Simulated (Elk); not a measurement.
# Fixed-spin-moment curve of VRu

Wanted: E(M) for VRu, to see how near it is to a magnetic instability.

Calculated with Elk 11.2.3 (patched build); LDA (Perdew-Wang); all-electron APW+lo, Dirac cores, scalar-relativistic bands.

Most raw output is cut from this account.

## (1) Starting point

The structure is cubic, space group Pm-3m (No. 221). Conventional cell: a = 2.990 Å, b = 2.990 Å, c = 2.990 Å, α = 90.00°, β = 90.00°, γ = 90.00°. Nearest to V lie 8 Ru at 2.59 Å. Ru has 8 V at 2.59 Å nearest. Farther neighbours are not listed.

## (2) Unconstrained state

The free run shows where the moment settles by itself and gives the state from which the held runs start.

The last three numbers of an atom's line are a seed field in its sphere. It points against the wanted moment and shrinks by the factor reducebf each loop.

Input file elk.in:

```
tasks
  0

xctype
  3

rgkmax
  7.0

nempty
  12

swidth
  0.003

reducebf
  0.5

epsengy
  1e-05

maxscl
  120

lmaxi
  3

spinpol
  .true.

sppath
  './'

avec
  5.65028111263 0.00000000000 0.00000000000
  0.00000000000 5.65028111263 0.00000000000
  0.00000000000 0.00000000000 5.65028111263

atoms
  2
  'V.in'
  1
  0.5000000000 0.5000000000 0.5000000000   0.000000 0.000000 -0.112500
  'Ru.in'
  1
  0.0000000000 0.0000000000 0.0000000000   0.000000 0.000000 -0.112500

ngridk
  8 8 8
```

Started as:

```sh
> OMP_NUM_THREADS=2 elk
```

Run time: 1.7 min. Hardware: 2 threads of Arm Neoverse V2, shared host; peak memory 0.1 GiB; 3.3 min of CPU time.

The moments died away, and this build then starts once more from a stronger push, within the same count of loops. That gave no lower state.

Numbers from this step:

* final state: non-magnetic

After 54 cycles the seed has died away: no moment is left.

## (3) Moment fixed at 0 μB

Holding the total moment away from its free value maps the energy around and beyond the minimum.

A uniform field is adjusted until the total moment meets the target; the run goes on from the state before.

Input file elk.in:

```
tasks
  1

xctype
  3

rgkmax
  7.0

nempty
  12

swidth
  0.003

reducebf
  0.5

epsengy
  1e-05

maxscl
  120

lmaxi
  3

spinpol
  .true.

fsmtype
  1

momfix
  0.000000 0.000000 0.000000

taufsm
  0.02

sppath
  './'

avec
  5.65028111263 0.00000000000 0.00000000000
  0.00000000000 5.65028111263 0.00000000000
  0.00000000000 0.00000000000 5.65028111263

atoms
  2
  'V.in'
  1
  0.5000000000 0.5000000000 0.5000000000   0.000000 0.000000 -0.000112
  'Ru.in'
  1
  0.0000000000 0.0000000000 0.0000000000   0.000000 0.000000 -0.000112

ngridk
  8 8 8
```

Started as:

```sh
> OMP_NUM_THREADS=2 elk
```

Wall time 15 s (2 threads); peak memory 0.11 GiB; 30 s of CPU time.

Numbers from this step:

```
magnetization : 0 μB
```

Its energy is that of the free run within the threshold.

## (4) Moment fixed at 0.2 μB

Edit elk.in of step 3 so:

```diff
@@ -34,3 +34,3 @@
 momfix
-  0.000000 0.000000 0.000000
+  0.000000 0.000000 -0.200000
```

Started as:

```sh
> OMP_NUM_THREADS=2 elk
```

Wall time 44 s (2 threads); peak memory 0.11 GiB; 84 s of CPU time.

This step gave:

```yaml
magnetization: -0.2000 μB
```

It lies 0.899 meV a cell above the free run.

## (5) Moment fixed at 1.201 μB

Edit elk.in of step 4 so:

```diff
@@ -34,3 +34,3 @@
 momfix
-  0.000000 0.000000 -0.200000
+  0.000000 0.000000 -1.201000
```

Started as:

```sh
> OMP_NUM_THREADS=2 elk
```

Wall time 63 s (2 threads); peak memory 0.1 GiB; 2 min of CPU time.

This step gave:

| Property | Result |
| --- | --- |
| magnetization | -1.201 μB |

It lies 123 meV a cell above the free run.

## (6) An attempt with other settings

An input with a fault is tried, to see how the program answers.

Edit elk.in of step 2 so:

```diff
@@ -22,3 +22,3 @@
 maxscl
-  120
+  100
 
@@ -48,2 +48,2 @@
 ngridk
-  8 8 8
+  1 1 1
```

Started as:

```sh
> OMP_NUM_THREADS=2 elk
```

The job ended after 2.8 s (2 threads; peak memory 0.09 GiB).

The run converged, but its input is faulty, so its numbers are not to be trusted.

The fault in the input: one k-point for a small cell.

The largest moment is 0.808 μB against 0 μB in the first run, and the free energy lies -7.54 eV from it.

A single point can't sample the zone of a small cell; the mesh must follow the cell's size.

## (7) E(M)

In all 7 moments were held (0, 0.2, 0.4, 0.6, 0.801, 1.001, 1.201 μB), each run going on from a saved state. The curve holds those that converged and the free run; sizes are given without sign.

Energy over the lowest against total spin moment:

| total spin moment (μB a cell) | energy over the lowest (meV a cell) |
| --- | --- |
| 0.000 | 0 |
| 0.200 | 0.903 |
| 0.400 | 4.15 |
| 0.600 | 10.5 |
| 0.801 | 25.0 |
| 1.001 | 59.5 |
| 1.201 | 123 |

The slope dE/dM read from the holding field by total spin moment:

| total spin moment (μB a cell) | slope dE/dM read from the holding field (meV/μB) |
| --- | --- |
| 0.000 | -0.0359 |
| 0.200 | 9.99 |
| 0.400 | 22.3 |
| 0.600 | 45.8 |
| 0.801 | 107 |
| 1.001 | 239 |
| 1.201 | 425 |

## (8) Outcome

```yaml
lowest_point: zero moment
e_m2_at_0p40_mu_b: 26 meV/μB²
```

**Reading.** The minimum lies at zero moment: the crystal stays non-magnetic, and the energy has risen by 123 meV at 1.20 μB. No other minimum shows on the points computed. Only the total moment is held, so opposed site moments can hide at small totals; the field's energy is not in the curve.

[Logs and program files are shortened in this print: banners, set-up blocks, solver, clock and traceback lines can be left out without a mark of their own.]

[Logs are printed without paths, hosts, clocks, repeated set-up lines and the standing remarks that a program may print on its own settings, such as how far it seeks lower states.]

[Hosts, paths, dates, database ids (printed as entryN), source tags and the programs' standing remarks are cut or masked in the printed files.]

[Where a cell is said to come from a database of computed structures, the database is the Materials Project.]
